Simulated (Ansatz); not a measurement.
## A hypothetical structure for SrNiBr6

This structure for SrNiBr6 is made up. Its elements were placed in a known structure type with a cell scaled to their sizes. What cell does the guess relax to, and how far off was it?

Program: Ansatz 0.2.0. Level of theory: DFT, PBEsol, plane-wave PAW, files of the set soft_1, scalar-relativistic, ferromagnetic start, cell and ions relaxed at zero pressure; PAW set soft_1, in the first sound run; inputs show where later runs differ. Results are calculated unless marked as measured.

### 1. Starting point

The structure is trigonal, space group R-3 (No. 148). The conventional cell has a = 7.024 Å, b = 7.024 Å, c = 18.581 Å, α = 90.00°, β = 90.00°, γ = 120.00°. Nearest to Sr lie 6 Br at 2.90 Å. Nearest to Br lie 1 Ni at 2.56 Å and 1 Sr at 2.90 Å. Ni has 6 Br at 2.56 Å nearest. Farther neighbours and most contacts between anions are not listed.

Coordinates:

```cif
data_structure
_symmetry_space_group_name_H-M 'R-3:H'
_symmetry_Int_Tables_number 148
_cell_length_a 7.0240
_cell_length_b 7.0240
_cell_length_c 18.5810
_cell_angle_alpha 90.000
_cell_angle_beta 90.000
_cell_angle_gamma 120.000
_cell_volume 793.91
loop_
_atom_site_label
_atom_site_type_symbol
_atom_site_symmetry_multiplicity
_atom_site_Wyckoff_symbol
_atom_site_fract_x
_atom_site_fract_y
_atom_site_fract_z
_atom_site_occupancy
Sr1 Sr 3 b 0.33333 0.66667 0.16667 1
Br1 Br 18 f 0.29740 0.31810 0.07390 1
Ni1 Ni 3 a 0.00000 0.00000 0.00000 1
```

### 2. Relaxation of the guess

The guess takes its coordinates from another compound and its volume from a rule, so the cell and any free coordinates are relaxed together.

Contents of input.yaml:

```yaml
crystal:
  lattice:
    - [3.512, 2.027654145, 6.193666667]
    - [-3.512, 2.027654145, 6.193666667]
    - [0.0, -4.055308291, 6.193666667]
  atoms:
    - { symbol: Sr, position: [0.5, 0.5, 0.5] }
    - { symbol: Br, position: [0.3713, 0.0946, 0.7558] }
    - { symbol: Br, position: [0.0946, 0.7558, 0.3713] }
    - { symbol: Br, position: [0.7558, 0.3713, 0.0946] }
    - { symbol: Br, position: [0.6287, 0.9054, 0.2442] }
    - { symbol: Br, position: [0.9054, 0.2442, 0.6287] }
    - { symbol: Br, position: [0.2442, 0.6287, 0.9054] }
    - { symbol: Ni, position: [0.0, 0.0, 0.0], spin: 1.0 }
magnetization:
  spin_polarized: true
kpoints:
  mp_grid: { grid: [5, 5, 5] }
scf:
  occupations: { method: fermi_dirac, width: 0.05 }
hamiltonian:
  xc: pbesol
  pseudopotentials: { kind: paw, azcp: { folder: soft_1 }, xc_functional: pbe }
relax:
  f_tol: 0.015
  max_steps: 70
  cell: {}
output:
  forces: true
  stress: true
```

Run with:

```console
> ansatz run input.yaml --threads 4 --pin off --max-ram 10240MiB --backend cpu --events-out ev --progress --plain --runs-dir out
```

Numbers of over 12 decimals in the logs are rounded to 6 here.

Output:

```text
Engine: ansatz 0.2.0, x86_64-unknown-linux-gnu
Pseudopotentials: kind: paw
Pseudopotential: Sr, paw, valence charge 10, recommended cutoff 420 eV (normal), soft_1/Sr.paw.azcp
Pseudopotential: Br, paw, valence charge 7, recommended cutoff 420 eV (normal), soft_1/Br.paw.azcp
Pseudopotential: Ni, paw, valence charge 18, recommended cutoff 420 eV (normal), soft_1/Ni.paw.azcp
Functional definition: PBEsol
  exchange = pbesol_x
  correlation = pbesol_c
Crystal: 8 atoms, lattice volume = 264.635 Å³
Basis set: ecut = 420 eV, 5151 PW (Γ), exchange–correlation on 100×100×100 points (8 copies of the dense FFT grid, shifted against one another)
Bands: 44, of which v1, the nominal top of the filled ones, is band 35 counted from 1 (34 counted from 0)
Symmetry: 6 space group operations
Space group: R-3 (ITA 148), of the structure as read, at distance tolerance 6.4e-5 Å
Magnetic group: BNS 148.17 (UNI 1247), of the structure as read, at distance tolerance 6.4e-5 Å
k-points: 23 of 125
Non-local potential: Sr, projectors of the file, l = 0: 3, l = 1: 2, l = 2: 2
Non-local potential: Br, projectors of the file, l = 0: 2, l = 1: 2, l = 2: 2
Non-local potential: Ni, projectors of the file, l = 0: 3, l = 1: 2, l = 2: 3, l = 3: 1
PAW form: soft (Blöchl's): semilocal exchange-correlation on the pseudo side does not see the compensation charge
PAW frozen core: Sr, regenerated for the run's functional, and the local potential with it (the file was generated under x = pbe(κ = 0.804, μ = 0.219515), c = pbe(β = 0.066725))
PAW frozen core: Br, regenerated for the run's functional, and the local potential with it (the file was generated under x = pbe(κ = 0.804, μ = 0.219515), c = pbe(β = 0.066725))
PAW frozen core: Ni, regenerated for the run's functional, and the local potential with it (the file was generated under x = pbe(κ = 0.804, μ = 0.219515), c = pbe(β = 0.066725))
PAW one-centre angular grid: Sr, 110 points (default); XC on 64 Gauss nodes
PAW one-centre angular grid: Br, 110 points (default); XC on 64 Gauss nodes
PAW one-centre angular grid: Ni, 590 points (default); XC on 64 Gauss nodes
Initial density: superposition of atomic densities (chi_scale 0.1, normalization cell, long waves kept (reshape's long-wave potential 0.01 eV rms))
Starting moments: Σ|m| = 1 μB on 1 of 8 sites
Initial wavefunctions: pseudopotential atomic-orbital guess
Functional: x = pbesol(κ = 0.804, μ = 0.123457), c = pbesol(β = 0.046)
SCF iter   1: F=—  HF=-25724.470938 eV  |F-HF|=—  |Δ(HF+E_count)|=         —  Δρ=7.25e-2 (↑5.08e-2 ↓7.25e-2)  dr2=4.12e1  dr2_m=3.32e-1  M=1.017 μB ∫|m|=1.062 μB  β_m=0.30  ethr=3.10e-3  ⟨swp⟩=9.9  Hψ=11367  notcnv=0  defer=10
Mixer restart at iter 1: flushing history
preconditioner: auto → Kerker (q_TF=auto, 2.186 Å⁻¹)  [metal: Δε(μ)=0.013 eV  Ē_g=8.015 eV  σ=0.050 eV  W_gap=0.06  n_scr=58 (ndim 8)  ℏωp=16.8 eV  f_vac=0.053  D(μ)=16.91/eV (n_scr^D=168)]
spin=Collinear: Kerker preconditioning applied to the charge; magnetization (m = ρ↑ − ρ↓) channel mixes plain (no charge-response kernel on spin).
SCF iter   2: F=—  HF=-25723.596229 eV  |F-HF|=—  |Δ(HF+E_count)|=   8.75e-1  Δρ=2.13e-2 (↑2.13e-2 ↓1.79e-2)  dr2=5.48e0  dr2_m=8.51e-2  M=0.540 μB ∫|m|=0.856 μB  β_m=0.30  ethr=3.10e-3  ⟨swp⟩=3.9  Hψ=6091  notcnv=0  defer=130
SCF iter   3: F=—  HF=-25722.352681 eV  |F-HF|=—  |Δ(HF+E_count)|=    1.24e0  Δρ=1.41e-2 (↑1.10e-2 ↓1.41e-2)  dr2=3.68e0  dr2_m=5.11e-2  M=0.539 μB ∫|m|=0.862 μB  β_m=0.50  ethr=3.10e-3  ⟨swp⟩=3.0  Hψ=3764  notcnv=0  defer=136
SCF iter   4: F=—  HF=-25721.317326 eV  |F-HF|=—  |Δ(HF+E_count)|=    1.04e0  Δρ=1.31e-2 (↑1.31e-2 ↓6.05e-3)  dr2=8.07e-1  dr2_m=3.99e-2  M=0.241 μB ∫|m|=0.825 μB  β_m=0.75  ethr=3.10e-3  ⟨swp⟩=4.0  Hψ=4397  notcnv=0  defer=133
SCF iter   5: F=—  HF=-25721.328687 eV  |F-HF|=—  |Δ(HF+E_count)|=   1.14e-2  Δρ=6.29e-3 (↑6.29e-3 ↓1.76e-3)  dr2=1.76e-1  dr2_m=1.65e-2  M=0.117 μB ∫|m|=0.614 μB  β_m=0.85  ethr=1.15e-3  ⟨swp⟩=3.3  Hψ=2995  notcnv=0  defer=130
SCF iter   6: F=—  HF=-25721.326572 eV  |F-HF|=—  |Δ(HF+E_count)|=         —  Δρ=5.20e-3 (↑2.30e-3 ↓5.20e-3)  dr2=2.68e-2  dr2_m=3.30e-2  M=0.083 μB ∫|m|=0.421 μB  β_m=0.85  ethr=2.52e-4  ⟨swp⟩=2.7  Hψ=3404  notcnv=0  defer=130
Mixer restart at iter 6: flushing history
SCF iter   7: F=—  HF=-25721.337944 eV  |F-HF|=—  |Δ(HF+E_count)|=   1.14e-2  Δρ=4.92e-3 (↑4.92e-3 ↓1.26e-3)  dr2=2.72e-2  dr2_m=2.17e-2  M=0.057 μB ∫|m|=0.300 μB  β_m=0.92  ethr=3.83e-5  ⟨swp⟩=2.3  Hψ=4175  notcnv=0  defer=125
SCF iter   8: F=—  HF=-25721.363625 eV  |F-HF|=—  |Δ(HF+E_count)|=   2.57e-2  Δρ=6.71e-3 (↑5.15e-3 ↓6.71e-3)  dr2=2.47e-1  dr2_m=1.59e-3  M=0.079 μB ∫|m|=0.256 μB  β_m=0.13  ethr=3.83e-5  ⟨swp⟩=2.0  Hψ=3939  notcnv=0  defer=125  recentre
SCF iter   9: F=—  HF=-25721.333167 eV  |F-HF|=—  |Δ(HF+E_count)|=   3.05e-2  Δρ=2.42e-3 (↑2.42e-3 ↓2.16e-3)  dr2=4.33e-3  dr2_m=1.24e-2  M=0.060 μB ∫|m|=0.273 μB  β_m=0.57  ethr=3.83e-5  ⟨swp⟩=2.0  Hψ=4259  notcnv=0  defer=125
SCF iter  10: F=—  HF=-25721.335538 eV  |F-HF|=—  |Δ(HF+E_count)|=   2.37e-3  Δρ=9.77e-4 (↑9.77e-4 ↓7.00e-4)  dr2=8.93e-4  dr2_m=1.66e-3  M=0.030 μB ∫|m|=0.107 μB  β_m=0.83  ethr=6.18e-6  ⟨swp⟩=2.0  Hψ=3445  notcnv=0  defer=125
SCF iter  11: F=—  HF=-25721.335965 eV  |F-HF|=—  |Δ(HF+E_count)|=   4.27e-4  Δρ=4.79e-4 (↑4.79e-4 ↓8.52e-5)  dr2=8.16e-4  dr2_m=1.09e-4  M=0.010 μB ∫|m|=0.029 μB  β_m=0.81  ethr=1.28e-6  ⟨swp⟩=2.0  Hψ=3370  notcnv=0  defer=125
SCF iter  12: F=—  HF=-25721.335904 eV  |F-HF|=—  |Δ(HF+E_count)|=   6.05e-5  Δρ=1.76e-4 (↑7.15e-5 ↓1.76e-4)  dr2=4.62e-5  dr2_m=3.45e-5  M=0.005 μB ∫|m|=0.015 μB  β_m=0.90  ethr=1.17e-6  ⟨swp⟩=1.9  Hψ=2379  notcnv=0  defer=125
SCF iter  13: F=—  HF=-25721.335872 eV  |F-HF|=—  |Δ(HF+E_count)|=   3.22e-5  Δρ=1.41e-4 (↑3.02e-5 ↓1.41e-4)  dr2=6.55e-5  dr2_m=1.37e-5  M=-0.003 μB ∫|m|=0.010 μB  β_m=0.95  ethr=6.60e-8  ⟨swp⟩=2.0  Hψ=3618  notcnv=0  defer=125
SCF iter  14: F=—  HF=-25721.335888 eV  |F-HF|=—  |Δ(HF+E_count)|=   1.60e-5  Δρ=6.39e-5 (↑2.00e-5 ↓6.39e-5)  dr2=2.05e-5  dr2_m=1.44e-6  M=-0.001 μB ∫|m|=0.004 μB  β_m=0.98  ethr=6.60e-8  ⟨swp⟩=2.3  Hψ=2738  notcnv=0  defer=125
SCF iter  15: F=—  HF=-25721.335892 eV  |F-HF|=—  |Δ(HF+E_count)|=   4.14e-6  Δρ=1.88e-5 (↑5.02e-6 ↓1.88e-5)  dr2=1.29e-6  dr2_m=2.51e-7  M=-0.000 μB ∫|m|=0.001 μB  β_m=0.99  ethr=2.92e-8  ⟨swp⟩=2.4  Hψ=2822  notcnv=0  defer=125
SCF iter  16: F=—  HF=-25721.335893 eV  |F-HF|=—  |Δ(HF+E_count)|=   6.37e-7  Δρ=4.97e-6 (↑3.30e-6 ↓4.97e-6)  dr2=1.95e-7  dr2_m=1.89e-9  M=0.000 μB ∫|m|=0.000 μB  β_m=0.99  ethr=1.84e-9  ⟨swp⟩=2.0  Hψ=2922  notcnv=0  defer=125
[...]
relax step   8: F+E_penalty+E_count = -25722.77567502 eV  Δ(F+E_penalty+E_count) = -1.206e-4 eV  max|allowed force component| = 2.121e-4 eV/Å  Δτ_max = 0.0021 Å  P = -0.003 GPa  Ω = 221.643 Å³  energy of the carried Pulay correction = +3.159e-3 eV  (7 SCF iters, dr2 threshold 1.22e-8 eV, accepted)
Initial wavefunctions: pseudopotential atomic-orbital guess (no wavefunctions were taken with the density)
iter 1 solved again at ethr=4.12e-6 eV; its pass at ethr=3.10e-3 eV (dr2=2.88e-3 eV) is discarded
SCF iter   1: F=—  HF=-25722.772054 eV  |F-HF|=—  |Δ(HF+E_count)|=         —  Δρ=2.07e-4 (↑2.07e-4 ↓2.07e-4)  dr2=2.60e-4  dr2_m=1.88e-13  M=-0.000 μB ∫|m|=0.000 μB  β_m=0.65  ethr=4.12e-6  ⟨swp⟩=3.0  Hψ=15488  notcnv=0
preconditioner: auto → Resta (q_TF=auto, 2.251 Å⁻¹)  ε∞=4.3  [insulator: Δε(μ)=0.466 eV  Ē_g=10.597 eV  σ=0.050 eV  W_gap=0.98  n_scr=46 (ndim 8)  ℏωp=19.3 eV  f_vac=0.020  D(μ)=0.19/eV (n_scr^D=0)  ε∞_Penn≈4.3]
spin=Collinear: Resta preconditioning applied to the charge; magnetization (m = ρ↑ − ρ↓) channel mixes plain (no charge-response kernel on spin).
SCF iter   2: F=—  HF=-25722.772029 eV  |F-HF|=—  |Δ(HF+E_count)|=   2.52e-5  Δρ=9.59e-5 (↑9.59e-5 ↓9.59e-5)  dr2=3.69e-5  dr2_m=1.60e-13  M=-0.000 μB ∫|m|=0.000 μB  β_m=0.44  ethr=3.71e-7  ⟨swp⟩=2.0  Hψ=3592  notcnv=0
SCF iter   3: F=—  HF=-25722.772057 eV  |F-HF|=—  |Δ(HF+E_count)|=   2.80e-5  Δρ=5.12e-5 (↑5.12e-5 ↓5.12e-5)  dr2=1.17e-5  dr2_m=4.09e-14  M=0.000 μB ∫|m|=0.000 μB  β_m=0.44  ethr=5.26e-8  ⟨swp⟩=2.0  Hψ=3668  notcnv=0
SCF iter   4: F=—  HF=-25722.772064 eV  |F-HF|=—  |Δ(HF+E_count)|=   6.38e-6  Δρ=1.26e-5 (↑1.26e-5 ↓1.26e-5)  dr2=1.32e-6  dr2_m=1.40e-14  M=0.000 μB ∫|m|=0.000 μB  β_m=0.72  ethr=1.68e-8  ⟨swp⟩=1.2  Hψ=2040  notcnv=0
SCF iter   5: F=—  HF=-25722.772083 eV  |F-HF|=—  |Δ(HF+E_count)|=   1.90e-5  Δρ=1.75e-5 (↑1.75e-5 ↓1.75e-5)  dr2=2.95e-6  dr2_m=3.30e-14  M=0.000 μB ∫|m|=0.000 μB  β_m=0.86  ethr=1.89e-9  ⟨swp⟩=2.0  Hψ=3632  notcnv=0
SCF iter   6: F=—  HF=-25722.772095 eV  |F-HF|=—  |Δ(HF+E_count)|=   1.24e-5  Δρ=1.08e-5 (↑1.08e-5 ↓1.08e-5)  dr2=9.20e-7  dr2_m=6.27e-14  M=0.000 μB ∫|m|=0.000 μB  β_m=0.88  ethr=1.89e-9  ⟨swp⟩=3.2  Hψ=4488  notcnv=0
SCF iter   7: F=—  HF=-25722.772095 eV  |F-HF|=—  |Δ(HF+E_count)|=   8.40e-8  Δρ=5.53e-6 (↑5.53e-6 ↓5.53e-6)  dr2=2.37e-7  dr2_m=1.20e-14  M=0.000 μB ∫|m|=0.000 μB  β_m=0.81  ethr=1.31e-9  ⟨swp⟩=1.8  Hψ=2076  notcnv=0
SCF iter   8: F=—  HF=-25722.772095 eV  |F-HF|=—  |Δ(HF+E_count)|=   2.29e-8  Δρ=1.08e-6 (↑1.08e-6 ↓1.08e-6)  dr2=8.73e-9  dr2_m=4.24e-15  M=0.000 μB ∫|m|=0.000 μB  β_m=0.91  ethr=3.38e-10  ⟨swp⟩=2.0  Hψ=2695  notcnv=0
SCF iter   9: F=—  HF=-25722.772095 eV  |F-HF|=—  |Δ(HF+E_count)|=   1.90e-9  Δρ=1.45e-7 (↑1.45e-7 ↓1.45e-7)  dr2=1.25e-10  dr2_m=2.16e-15  M=-0.000 μB ∫|m|=0.000 μB  β_m=0.95  ethr=1.25e-11  ⟨swp⟩=2.1  Hψ=2895  notcnv=0
SCF iter  10: F=—  HF=-25722.772095 eV  |F-HF|=—  |Δ(HF+E_count)|=  5.09e-11  Δρ=2.06e-8 (↑2.03e-8 ↓2.06e-8)  dr2=3.19e-12  dr2_m=1.90e-16  M=0.000 μB ∫|m|=0.000 μB  β_m=0.98  ethr=1.00e-12  ⟨swp⟩=1.0  Hψ=2032  notcnv=0
SCF iter  11: F=—  HF=-25722.772095 eV  |F-HF|=—  |Δ(HF+E_count)|=  3.64e-12  Δρ=9.85e-8 (↑9.85e-8 ↓9.85e-8)  dr2=8.26e-11  dr2_m=1.24e-17  M=0.000 μB ∫|m|=0.000 μB  β_m=0.93  ethr=1.00e-12  ⟨swp⟩=1.0  Hψ=2024  notcnv=0
SCF iter  12: F=-25722.772095 eV  HF=-25722.772095 eV  |F-HF|=0.00e0  |Δ(HF+E_count)|=  7.28e-12  Δρ=1.50e-8 (↑1.50e-8 ↓1.50e-8)  dr2=2.05e-12  dr2_m=1.91e-18  M=0.000 μB ∫|m|=0.000 μB  ethr=1.00e-12  ⟨swp⟩=2.0  Hψ=5824  notcnv=0
the starting moments were not kept: the SCF closed with an absolute magnetisation of 1.1e-9 μB, where they sum to 1 μB in size (1 site). That is at most 0.1 of that sum. Measured as dr2_m measures the in/out step, that magnetisation stands 2.9e-19 eV from none, at or under the dr2_threshold of 8.0e-11 eV: it is no larger than a step whose dr2_m would equal this threshold.
SCF 9 converged in 12 iterations: F = -25722.772095 eV  dr2 = 2.05e-12
relax step   9: F+E_penalty+E_count = -25722.77209496 eV  Δ(F+E_penalty+E_count) = +3.580e-3 eV  max|allowed force component| = 3.332e-4 eV/Å  Δτ_max = 0.0000 Å  P = -0.002 GPa  Ω = 221.643 Å³  stress off target by 3.65e-3 GPa  SCF on the basis re-selected at this cell (its energy is not comparable with the rows above)  (12 SCF iters)
basis re-selected at this cell: Δ(F+E_penalty+E_count) = +3.580e-3 eV, ΔP = +0.001 GPa vs the last step (what re-selecting the basis moved, of the pressure what is left beyond the Pulay correction that the steps carried, after the strain that the cell walked since its last selection, with what the two solves' SCF thresholds leave and, on support functions, any second-order correction that the steps lacked; it is no m [...]
SCF converged after 12 iterations
Magnetization: 0.0000 μB (35.0000 up, 35.0000 down)
Absolute magnetization: 0.0000 μB (∫|ρ↑−ρ↓|, with the PAW one-centre terms)
Spin contamination: 0.0000 ħ² per cell (⟨S²⟩ above its minimum at these occupations)
Per-site moments (μB) at R_I (Å): [(4.224906082033154e-12, 1.283068), (-4.94142013671439e-11, 0.980702), (-4.941422417455188e-11, 0.980702), (-4.941416046757297e-11, 0.980702), (-4.941430603130729e-11, 0.980702), (-4.941416034378385e-11, 0.980702), (-4.941424322951169e-11, 0.980702), (3.3781950397161566e-10, 0.980702)]
Free energy (F): -25722.772095 eV
Harris-Foulkes:  -25722.772095 eV  (|F-HF|=0.00e0)
Internal energy: -25722.768745 eV  (E = F + TS)
E sigma→0 (E₀):  -25722.770420 eV
Entropy (-TS):   -0.003350 eV (-0.419 meV/atom)
Fermi energy:    4.400715 eV
--- Per-component energies (eV) ---
  E_band       = -717.378642
  E_kinetic    = 1358.350308
  E_local      = -7553.241240  (includes V_loc(G=0)·N_el)
  E_nonlocal   = 430.220087
  E_hartree    = 3332.616349
  E_xc         = -1452.498706
  E_vxc        = -951.467274  (∫ρ·V_xc dr)
  E_paw        = -17873.127614  (= ΣΔE_a)
  E_vpaw       = -666.474223  (= ΣTr[D̂ρ^β])
  E_aug_tail   = 0.000856  (compensation charges beyond the density's cutoff)
  E_ewald      = -3965.974047
  E_core_change = 0.885263  (= ΣΔE_core)
  E_smearing   = -0.003350  (= −TS)
  E_closure    = -0.000000  (closes the sum)
  Σ components = -25722.772095   (vs F -25722.772095, Δ=0.00e0)
--- Forces (eV/Å), atoms counted from 1 ---
  atom   1  Sr    -0.00000000     0.00000000     0.00000000
  atom   2  Br    -0.00033315    -0.00001104    -0.00003570
  atom   3  Br     0.00015702     0.00029404    -0.00003570
  atom   4  Br     0.00017614    -0.00028300    -0.00003570
  atom   5  Br     0.00033315     0.00001104     0.00003570
  atom   6  Br    -0.00015702    -0.00029404     0.00003570
  atom   7  Br    -0.00017614     0.00028300     0.00003570
  atom   8  Ni     0.00000000     0.00000000    -0.00000000
  max |Σ_I F_I| component: 1.39e-17 eV/Å
--- Stress (GPa, compression-positive) ---
       -0.003654       0.000000      -0.000000
       -0.000000      -0.003654      -0.000000
       -0.000000      -0.000000       0.000702
  P = ⅓ Tr σ = -0.0022 GPa (-0.022 kbar)
--- Relaxed structure (8 steps of the walk, 8 accepted, 1 SCFs on fresh bases) ---
  F+E_penalty+E_count = -25722.77209496 eV   max|allowed force component| = 3.332e-4 eV/Å   (the final SCF, on the basis selected at the relaxed cell)
  cell:  # Å, volume = 221.6427 Å³
    - [3.212884, 1.854959, 6.198303]
    - [-3.212884, 1.854959, 6.198303]
    - [-6.601721280812386e-18, -3.709918, 6.198303]
  atoms:
    - { symbol: Sr, position: [0.5, 0.5, 0.500000] }
    - { symbol: Br, position: [0.404283, 0.00609616, 0.810040] }
    - { symbol: Br, position: [0.00609616, 0.810040, 0.404283] }
    - { symbol: Br, position: [0.810040, 0.404283, 0.00609616] }
    - { symbol: Br, position: [0.595717, 0.993904, 0.189960] }
    - { symbol: Br, position: [0.993904, 0.189960, 0.595717] }
    - { symbol: Br, position: [0.189960, 0.595717, 0.993904] }
    - { symbol: Ni, position: [1.858902193964633e-18, -6.108066272237828e-19, -6.726182552324119e-19] }
```

The job ended after 63 s (4 threads of AMD EPYC 7B13 (Zen 3), shared host; peak memory 0.99 GiB; 4 min of CPU time).

The steps of the relaxation:

```csv
step,energy less that of the first step (eV),largest force component (eV/Å),pressure (GPa),volume (Å³)
1,0.0000,1.1466,-2.36,264.64
2,-0.9450,0.2661,-1.40,259.56
3,-1.1831,0.2695,-0.05,241.71
4,-1.3629,0.1027,0.48,222.89
5,-1.4086,0.0718,0.45,217.35
6,-1.4391,0.0196,0.17,220.76
7,-1.4397,0.0066,-0.07,221.97
8,-1.4398,0.0002,0.00,221.64
9*,-1.4362,0.0003,0.00,221.64
```

Relaxation steps marked * repeat the geometry before them on a plane-wave basis chosen anew for their cell, so energy and pressure can jump there.

The run keeps the 6 symmetry operations that it works with, so distortions that break them were not tested.

```csv
"conventional cell, symmetrised",before,after,change
a (Å),7.024,6.426,-8.5 %
b (Å),7.024,6.426,-8.5 %
c (Å),18.581,18.595,+0.1 %
volume (Å³/atom),33.08,27.71,-16.2 %
```

The atoms that moved most (Å, as changes of fractional coordinates times the final cell):

```csv
atom,dx,dy,dz,length
Br7,-0.068,-0.490,0.008,0.495
Br3,-0.459,-0.186,-0.008,0.495
Br6,0.459,0.186,0.008,0.495
Br4,0.068,0.490,-0.008,0.495
Br2,0.390,-0.304,-0.008,0.495
Br5,-0.390,0.304,0.008,0.495
```

This step gave:

| Quantity | Value |
| --- | --- |
| free energy | -25722.7721 eV |
| energy at zero smearing | -25722.7704 eV |
| smearing term TS | 0.003350 eV |
| Fermi energy | 4.401 eV |
| gap by band count | 0.4633 eV |
| electrons | 70 |
| symmetry operations | 6 |
| pressure | -0.002202 GPa |

Shortest distances by pair of elements, guess and relaxed (not always the same contact):

```csv
pair,guess (Å),relaxed (Å)
Br–Ni,2.564,2.377
Br–Sr,2.900,3.110
Br–Br,3.497,3.354
Ni–Sr,5.103,4.834
```

The relaxation ends with a largest force component of 3.3e-4 eV/Å and a pressure of 0.00 GPa. The starting moments have collapsed: the run ends non-magnetic.

(Part 1 of 2 ends here.)

[Logs are printed without paths, hosts, clocks, repeated set-up lines and the standing remarks that a program may print on its own settings, such as how far it seeks lower states.]

[Hosts, paths, dates, database ids (printed as entryN), source tags and the programs' standing remarks are cut or masked in the printed files.]
